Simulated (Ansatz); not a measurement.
# ZnAg2SnS4: which shell does photoemission see at 21.2 and 40.8 eV? (LDA)

The valence band of ZnAg2SnS4 mixes several shells. Work out by hand which one leads the spectrum's area at each photon energy.

Filled states come from the projected DOS of Ansatz 0.2.0 (LDA, plane waves); cross sections σ and asymmetry parameters β are those of free atoms in a Dirac–Hartree–Slater calculation. A shell's area is states × σ × angular factor, which is 1 + β·P₂(cos θ) for linear light, with θ = 0° from the polarisation and P₂ = 1.000.

**At 21.2 eV** (states counted from 11.2 eV below the zero; other shells add 6.8 to the products' sum of 91.6):

```
shell  filled states a cell  cross section (Mb an electron)      β  angular factor  product  share by hand (%)  share in the simulated spectrum (%)
Sn 4d                  0.03                               0   0.00            1.00        0                  0                                    0
Ag 4d                 19.63                            1.87  -0.30            0.70     25.8                 28                                   28
 S 3p                 19.19                            1.08   1.85            2.85     59.1                 64                                   64
```

**At 40.8 eV** (states counted from 23.4 eV below the zero; other shells add 12 to the products' sum of 132):

```
shell  filled states a cell  cross section (Mb an electron)     β  angular factor  product  share by hand (%)  share in the simulated spectrum (%)
Sn 4d                  9.99                            1.19  0.12            1.12     13.4                 10                                   10
Ag 4d                 19.75                             3.6  0.46            1.46      104                 79                                   79
 S 3p                 19.27                           0.136  0.09            1.09     2.87                  2                                    2
```

S 3p leads at 21.2 eV and Ag 4d at 40.8 eV. Between the two energies σ of S 3p changes by a factor 0.13 and that of Ag 4d by 1.9, so their ratio moves 15-fold in favour of the second. The simulated spectrum uses the same rule on the energy-resolved DOS, so the two share columns agree within a few points.

The angular factor decides the lead at one of the energies. Only crystals where the two columns agree within 4 points and the lead is clear are worked in this form. Free-atom cross sections ignore the solid's final states, no escape depth or background enters, and the count of states a shell hangs on the projection.

[Logs are printed without paths, hosts, clocks, repeated set-up lines and the standing remarks that a program may print on its own settings, such as how far it seeks lower states.]
